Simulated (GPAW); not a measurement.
# Surface energies of Ir: faces and functionals

Which face of Ir costs least to make, and how far does the functional move the answer?

Set-up. GPAW 26.7.0, plane waves at 450 eV with PAW setups; symmetric 1×1 slabs cut at the tabulated lattice constant (two decimals; low-temperature values for the alkali metals), atoms at bulk places, 7.5 Å of vacuum on each side, one in-plane mesh for all thicknesses, Fermi-Dirac smearing of 0.1 eV. Energies are extrapolated to zero smearing and count from the program's reference atoms. Each γ comes from a line through the energies of slabs of six layers and more, E(n) = nε + 2Aγ.

What came out:

```tsv
face	area an atom (Å²)	γ LDA (J/m²)	γ PBE (J/m²)	γ RPBE (J/m²)
(111)	6.39	2.98	2.28	2.01
(100)	7.37	3.69	2.92	2.63
(110)	10.43	3.80	2.97	2.66
```

**Reading.** With PBE the surface energy runs from 2.28 J/m² on (111) to 2.97 J/m² on (110). The densest face, (111), is the cheapest. Per surface atom the cost is 0.91 eV on (111), 1.34 eV on (100) and 1.93 eV on (110), rising as the faces open up and each atom loses more neighbours. On every face the functionals order as LDA > PBE > RPBE, by 0.97 to 1.14 J/m² from first to last: the stronger the gradient correction to exchange, the less a surface costs.

What the numbers leave out: The surfaces are unrelaxed and unreconstructed; relaxation lowers the open faces most. All functionals use the tabulated lattice constant. Faces whose energies scatter by over 20 meV about the line were left out.

[Logs are printed without paths, hosts, clocks, repeated set-up lines and the standing remarks that a program may print on its own settings, such as how far it seeks lower states.]
